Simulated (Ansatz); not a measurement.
# Al2O3 (Corundum, R-3c): zone-centre modes under pressure, part 2 of 4

Aim: how do the optical modes of Al2O3 (Corundum, R-3c) move with volume?

Ansatz 0.2.0; DFT LDA, scalar-relativistic, plane waves, PAW; PAW set soft_1.

So far. Step 3 (Tight relaxation): The largest force component left is 0.073 meV/Å and the pressure is -0.006 GPa, within the tolerances set. The cell now holds 8.32 Å³/atom.

### 4. Zone-centre response at rest

The modes at rest are the reference of the series, and the response to a field gives the dielectric tensor and the Born charges.

input.yaml reads:

```yaml
crystal:
  lattice:
    - [2.3643413928, 1.3650531396, 4.2966967113]
    - [-2.3643413928, 1.3650531396, 4.2966967113]
    - [0.0, -2.7301062792, 4.2966967113]
  atoms:
    - { symbol: O, position: [0.5558304384, 0.9441695616, 0.25] }
    - { symbol: O, position: [0.25, 0.5558304384, 0.9441695616] }
    - { symbol: O, position: [0.9441695616, 0.25, 0.5558304384] }
    - { symbol: O, position: [0.4441695616, 0.0558304384, 0.75] }
    - { symbol: O, position: [0.75, 0.4441695616, 0.0558304384] }
    - { symbol: O, position: [0.0558304384, 0.75, 0.4441695616] }
    - { symbol: Al, position: [0.3519802946, 0.3519802946, 0.3519802946] }
    - { symbol: Al, position: [0.1480197054, 0.1480197054, 0.1480197054] }
    - { symbol: Al, position: [0.6480197054, 0.6480197054, 0.6480197054] }
    - { symbol: Al, position: [0.8519802946, 0.8519802946, 0.8519802946] }
kpoints:
  mp_grid: { grid: [6, 6, 6] }
hamiltonian:
  xc: lda
  pseudopotentials: { kind: paw, azcp: { folder: soft_1 }, xc_functional: pbe }
scf:
  occupations: { method: fixed }
output:
  eigenvalues: true
phonons:
  method: dfpt
  dielectric: true
  rigid_motions: translations
```

On the command line:

```sh
ansatz run input.yaml --threads 8 --pin off --max-ram 20480MiB --backend cpu --events-out ev --progress --plain --runs-dir out
```

Numbers of over 12 decimals in the logs are rounded to 6 here.

Log:

```text
[...]
Crystal: 10 atoms, lattice volume = 83.204 Å³
Basis set: ecut = 420 eV, 1593 PW (Γ), exchange–correlation on 72×72×72 points (8 copies of the dense FFT grid, shifted against one another)
Bands: 34, of which v1, the nominal top of the filled ones, is band 24 counted from 1 (23 counted from 0)
Symmetry: 12 space group operations
k-points: 112 of 216 (irreducible under 1 space group operation, time reversal used)
[...]
SCF iter   1: F=—  HF=-5403.587533 eV  |F-HF|=—  |Δ(HF+E_count)|=         —  Δρ=1.23e-1  dr2=1.16e1  ethr=3.10e-3  ⟨swp⟩=5.1  Hψ=14634  notcnv=0  defer=722
[...]
SCF iter   9: F=-5399.891483 eV  HF=-5399.891483 eV  |F-HF|=1.82e-12  |Δ(HF+E_count)|=  9.09e-12  Δρ=5.88e-8  dr2=1.96e-12  ethr=1.00e-12  ⟨swp⟩=14.8  Hψ=25642  notcnv=0
SCF 1 converged in 9 iterations: F = -5399.891483 eV  dr2 = 1.96e-12
[...]
NSCF: frozen V_eff on 6 k-points
DFPT response loops at Γ: preconditioner auto → none (the input reference at scf.mixing.eps_inf says where Resta's filter doesn't serve); β = 0.50; Broyden in place of MSR1
SCF converged after 9 iterations
Free energy (F): -5399.891483 eV
[...]
Internal energy: -5399.891483 eV  (E = F + TS)
E sigma→0 (E₀):  -5399.891483 eV
Fermi energy:    7.629809 eV
[...]
--- Band table (eV; the first three rows and the last of 112) ---
  k-point 0: bands = [... 20 lower, 7.1061, 7.5886, 7.5886, 7.6298, 14.0690, 16.7536, 18.4505, 19.2060, ... 6 higher]
  k-point 1: bands = [... 20 lower, 6.9092, 7.2731, 7.5458, 7.5762, 14.6835, 17.2614, 18.0215, 18.7490, ... 6 higher]
  k-point 2: bands = [... 20 lower, 6.7465, 7.0605, 7.3894, 7.4343, 15.9622, 17.4917, 17.7439, 18.2410, ... 6 higher]
  k-point 111: bands = [... 20 lower, 7.2356, 7.2356, 7.2356, 7.2356, 16.4052, 16.4052, 18.6719, 18.6719, ... 6 higher]
--- Phonons (Γ-DFPT): 5 representative perturbations + reference, on 112 of 216 k-points (Σ response iterations 15) ---
  k mesh reduced under 1 symmetry operation, with k and −k counted as one. Each operation leaves every solved perturbation unchanged. A smaller set is not considered because the run solves the response to a homogeneous field
  ASR residual: 2.276e-5 → 0.000e0 eV/Å²; symmetrization residual: 2.413e-5 eV/Å²
  ASR residual per site (eV/Å²): 2.11e-5 1.98e-5 1.98e-5 2.11e-5 1.98e-5 1.98e-5 2.28e-5 2.28e-5 2.28e-5 2.28e-5
  Γ frequencies (cm⁻¹): 0.00 0.00 0.00 310.31 373.23 373.23 388.82 388.82 395.93 418.57 434.62 434.62 438.26 438.26 445.31 445.31 526.16 576.16 576.16 576.54 576.54 587.36 602.85 631.65 631.65 643.00 690.53 749.97 750.71 750.71
  ε∞ (high-frequency dielectric tensor):
        3.246063    -0.000000    -0.000000
       -0.000000     3.246063     0.000000
        0.000000     0.000000     3.206156
  ε⁰ (static dielectric tensor: ions relaxed, cell fixed):
        9.313070     0.000000     0.000000
        0.000000     9.313070    -0.000000
        0.000000    -0.000000    11.233100
  ε⁰ − ε∞ (ionic part):
        6.067008     0.000000     0.000000
        0.000000     6.067008    -0.000000
        0.000000    -0.000000     8.026944
  softest optical mode at Γ: 310.31 cm⁻¹; the repairs (sum rule, projections) moved no ω² at Γ by more than (3.62 cm⁻¹)²
  Born effective charges Z* (e; rows j = field, columns β = displacement):
    site 0:
        -2.07581   -0.00000   -0.00000
         0.00000   -1.87549    0.26048
         0.00000    0.35164   -1.95402
    site 1:
        -1.92557    0.08674   -0.22558
         0.08674   -2.02573   -0.13024
        -0.30453   -0.17582   -1.95402
    site 2:
        -1.92557   -0.08674    0.22558
        -0.08674   -2.02573   -0.13024
         0.30453   -0.17582   -1.95402
    site 3:
        -2.07581    0.00000   -0.00000
         0.00000   -1.87549    0.26048
         0.00000    0.35164   -1.95402
    site 4:
        -1.92557    0.08674   -0.22558
         0.08674   -2.02573   -0.13024
        -0.30453   -0.17582   -1.95402
    site 5:
        -1.92557   -0.08674    0.22558
        -0.08674   -2.02573   -0.13024
         0.30453   -0.17582   -1.95402
    site 6:
         2.96348   -0.02731   -0.00000
         0.02731    2.96348    0.00000
         0.00000    0.00000    2.93103
    site 7:
         2.96348    0.02731   -0.00000
        -0.02731    2.96348    0.00000
        -0.00000    0.00000    2.93103
    site 8:
         2.96348   -0.02731   -0.00000
         0.02731    2.96348    0.00000
         0.00000    0.00000    2.93103
    site 9:
         2.96348    0.02731   -0.00000
        -0.02731    2.96348    0.00000
        -0.00000    0.00000    2.93103
  Z* charge neutrality: 4.327e-6 e pre-enforcement
  k-mesh period / interband length: 28.4 Å / 1.22 Å = 23.23 at k = (0.0000, 0.0000, 0.0000), direct gap 6.439 eV — 14 or more, which is no proof of convergence
  optical modes at Γ without the LO–TO term, one row a degenerate level:
      ω (cm⁻¹)  modes    IR ((D/Å)²/amu)
        310.31      1             0.0000
[...]
optical modes at Γ + LO–TO along q̂ = [1.0000, 0.0000, 0.0000]:
      ω (cm⁻¹)  modes    IR ((D/Å)²/amu)
[...]
optical modes at Γ + LO–TO along q̂ = [0.0000, 1.0000, 0.0000]:
      ω (cm⁻¹)  modes    IR ((D/Å)²/amu)
[...]
optical modes at Γ + LO–TO along q̂ = [0.0000, 0.0000, 1.0000]:
      ω (cm⁻¹)  modes    IR ((D/Å)²/amu)
[...]
445.31      2             0.0000
        499.29      1             2.1685
        526.16      1             0.0000
        576.16      2            80.0381
        576.54      2             0.0000
        602.85      1             0.0000
        631.65      2             8.9833
        643.00      1             0.0000
        690.53      1             0.0000
        749.97      1             0.0000
        750.71      2             0.0000
        871.81      1            61.3196
```

The job ended after 77 s (8 threads of Arm Neoverse N1, shared host; peak memory 1.4 GiB).

Numbers from this step:

- sum-rule residual before enforcement: 2.28e-5 eV/Å²
- miss of the charge sum rule: 4.33e-6 e
- point group: -3m
- highest optical mode at the zone centre (no LO-TO term): 750.7 cm⁻¹
- lowest optical zone-centre mode: 310.3 cm⁻¹
- mean high-frequency dielectric constant: 3.233
- largest Born charge (third of the trace): 2.953 e
- mean static dielectric constant: 9.953
- top of the zone-centre spectrum with the field: 899.3 cm⁻¹

Without the LO-TO term. Patterns of degenerate modes are one choice out of their space. The modes at Γ (shares of kinetic energy by element, %):

```
mode  frequency (cm⁻¹)  symmetry  O %  Al %
   1               0.0  acoustic   47    53
   2               0.0  acoustic   47    53
   3               0.0  acoustic   47    53
   4             310.3       A2g    3    97
   5             373.2        Eg   99     1
   6             373.2        Eg   99     1
   7             388.8        Eu   27    73
   8             388.8        Eu   27    73
   9             395.9       A2u   67    33
  10             418.6       A1g    4    96
  11             434.6        Eg   41    59
  12             434.6        Eg   41    59
  13             438.3        Eu   61    39
  14             438.3        Eu   61    39
  15             445.3        Eg   45    55
  16             445.3        Eg   45    55
  17             526.2       A2g   98     2
  18             576.2        Eu   74    26
  19             576.2        Eu   74    26
  20             576.5        Eg   21    79
  21             576.5        Eg   21    79
  22             587.4       A2u   86    14
  23             602.9       A1u   14    86
  24             631.6        Eu   91     9
  25             631.6        Eu   91     9
  26             643.0       A1g   96     4
  27             690.5       A1u   86    14
  28             750.0       A2g   98     2
  29             750.7        Eg   94     6
  30             750.7        Eg   94     6
```

Displacements in mode 4 (310.3 cm⁻¹), the largest set to 1:
```
O1   0.00  0.20 -0.03
O2  -0.17 -0.10 -0.03
O3   0.17 -0.10 -0.03
O4   0.00 -0.20  0.03
O5   0.17  0.10  0.03
O6  -0.17  0.10  0.03
Al7  0.00  0.00  1.00
Al8  0.00  0.00  1.00
Al9  0.00  0.00 -1.00
Al10 0.00  0.00 -1.00
```

Displacements in mode 27 (690.5 cm⁻¹), the largest set to 1:
```
O1   1.00  0.00  0.00
O2  -0.50  0.87  0.00
O3  -0.50 -0.87  0.00
O4   1.00  0.00  0.00
O5  -0.50  0.87  0.00
O6  -0.50 -0.87  0.00
Al7  0.00  0.00 -0.39
Al8  0.00  0.00  0.39
Al9  0.00  0.00 -0.39
Al10 0.00  0.00  0.39
```

Optical modes at the zone centre, without and with the macroscopic field of the longitudinal modes; each column is sorted by frequency, so a row need not hold one and the same mode. Modes with and without the field, by row:

```
rank among optical modes  no field (cm⁻¹)  q along (1, 0, 0) (cm⁻¹)  q along (0, 0, 1) (cm⁻¹)
                       1            310.3                     310.3                     310.3
                       2            373.2                     373.2                     373.2
                       3            373.2                     373.2                     373.2
                       4            388.8                     388.8                     388.8
                       5            388.8                     391.4                     388.8
                       6            395.9                     395.9                     418.6
                       7            418.6                     418.6                     434.6
                       8            434.6                     434.6                     434.6
                       9            434.6                     434.6                     438.3
                      10            438.3                     438.3                     438.3
                      11            438.3                     445.3                     445.3
                      12            445.3                     445.3                     445.3
                      13            445.3                     476.6                     499.3
                      14            526.2                     526.2                     526.2
                      15            576.2                     576.2                     576.2
                      16            576.2                     576.5                     576.2
                      17            576.5                     576.5                     576.5
                      18            576.5                     587.4                     576.5
                      19            587.4                     602.9                     602.9
                      20            602.9                       626                     631.6
                      21            631.6                     631.6                     631.6
                      22            631.6                       643                       643
                      23              643                     690.5                     690.5
                      24            690.5                       750                       750
                      25              750                     750.7                     750.7
                      26            750.7                     750.7                     750.7
                      27            750.7                     899.3                     871.8
```

Born charge (rows field, columns displacement) (e), principal values of the symmetric part by kind of site:

```
atom  atoms with these values    low  middle   high   mean
  O1                        6  -2.22   -2.08  -1.61  -1.97
 Al7                        4   2.93    2.96   2.96   2.95
```

In full for O1:

```
-2.08  0.00  0.00
 0.00 -1.88  0.26
 0.00  0.35 -1.95
```

High-frequency dielectric tensor:

```
3.25 0.00 0.00
0.00 3.25 0.00
0.00 0.00 3.21
```

Static dielectric tensor (ions relaxed, fixed cell):

```
 9.31  0.00  0.00
 0.00  9.31  0.00
 0.00  0.00 11.23
```

Transverse modes. Infrared lines, with heights relative to the strongest:

```
position (cm⁻¹)  lines merged  relative intensity
            310             1                 0.0
            373             1                 0.0
            389             1                 4.3
            396             1                  46
            419             1                 0.0
            435             1                 0.0
            438             1                  45
            445             1                 0.0
            526             1                 0.0
            576             2                 100
            587             1                  33
            603             1                 0.0
            632             1                  11
            643             1                 0.0
            690             1                 0.0
            750             1                 0.0
            751             1                 0.0
```

Before it was imposed, the acoustic sum rule was missed by 2.3e-5 eV/Å² and the charge sum rule by 4.3e-6 e. Small misses are needed for a sound result but don't prove that mesh and cutoff are converged. The lowest optical mode is real, 310 cm⁻¹.

### 5. Relaxation of a member: 1.06 times the volume at rest

The cell is set to 1.06 times the volume at rest, and shape and atoms relax at that volume.

input.yaml reads:

```yaml
crystal:
  lattice:
    - [2.4096247094, 1.3911974746, 4.3849244975]
    - [-2.4096247094, 1.3911974746, 4.3849244975]
    - [0.0, -2.7823949492, 4.3849244975]
  atoms:
    - { symbol: O, position: [0.5554056469, 0.9445943531, 0.25] }
    - { symbol: O, position: [0.25, 0.5554056469, 0.9445943531] }
    - { symbol: O, position: [0.9445943531, 0.25, 0.5554056469] }
    - { symbol: O, position: [0.4445943531, 0.0554056469, 0.75] }
    - { symbol: O, position: [0.75, 0.4445943531, 0.0554056469] }
    - { symbol: O, position: [0.0554056469, 0.75, 0.4445943531] }
    - { symbol: Al, position: [0.3520388476, 0.3520388476, 0.3520388476] }
    - { symbol: Al, position: [0.1479611524, 0.1479611524, 0.1479611524] }
    - { symbol: Al, position: [0.6479611524, 0.6479611524, 0.6479611524] }
    - { symbol: Al, position: [0.8520388476, 0.8520388476, 0.8520388476] }
kpoints:
  mp_grid: { grid: [6, 6, 6] }
hamiltonian:
  xc: lda
  pseudopotentials: { kind: paw, azcp: { folder: soft_1 }, xc_functional: pbe }
scf:
  occupations: { method: fixed }
output:
  forces: true
  stress: true
  eigenvalues: true
relax:
  adjacent_minimum: "off"
  f_tol: 0.001
  max_steps: 60
  cell: { stress_tol: 0.01, fix: [volume] }
```

Log:

```text
[...]
Crystal: 10 atoms, lattice volume = 88.197 Å³
Basis set: ecut = 420 eV, 1707 PW (Γ)
Bands: 34, of which v1, the nominal top of the filled ones, is band 24 counted from 1 (23 counted from 0)
Symmetry: 12 space group operations
[...]
k-points: 32 of 216
[...]
- { symbol: O, position: [0.944816, 0.250000, 0.555184] }
    - { symbol: O, position: [0.444816, 0.055184, 0.75] }
    - { symbol: O, position: [0.75, 0.444816, 0.055184] }
    - { symbol: O, position: [0.055184, 0.750000, 0.444816] }
    - { symbol: Al, position: [0.352060, 0.352060, 0.352060] }
    - { symbol: Al, position: [0.147940, 0.147940, 0.147940] }
    - { symbol: Al, position: [0.647940, 0.647940, 0.647940] }
    - { symbol: Al, position: [0.852060, 0.852060, 0.852060] }
[key lines of the parts left out:]
SCF converged after 4 iterations
Free energy (F): -5399.673144 eV
Fermi energy:    6.858265 eV
P = ⅓ Tr σ = -13.3498 GPa (-133.498 kbar)
```

Elapsed: 8.4 s, on 8 threads; peak memory 0.48 GiB; 58 s of CPU time.

Little changed from the start: no atom moved by 0.005 Å and no cell edge by 0.1 %.

This step gave:

| Property | Result |
| --- | --- |
| pressure | -13.35 GPa |
| gap on the k-mesh | 5.736 eV |
| volume per atom | 8.820 Å³ |

The largest force component left is 0.057 meV/Å, at a pressure of -13.35 GPa.

[end of part 2 of 4]

[Logs are printed without paths, hosts, clocks, repeated set-up lines and the standing remarks that a program may print on its own settings, such as how far it seeks lower states.]

[Hosts, paths, dates, database ids (printed as entryN), source tags and the programs' standing remarks are cut or masked in the printed files.]
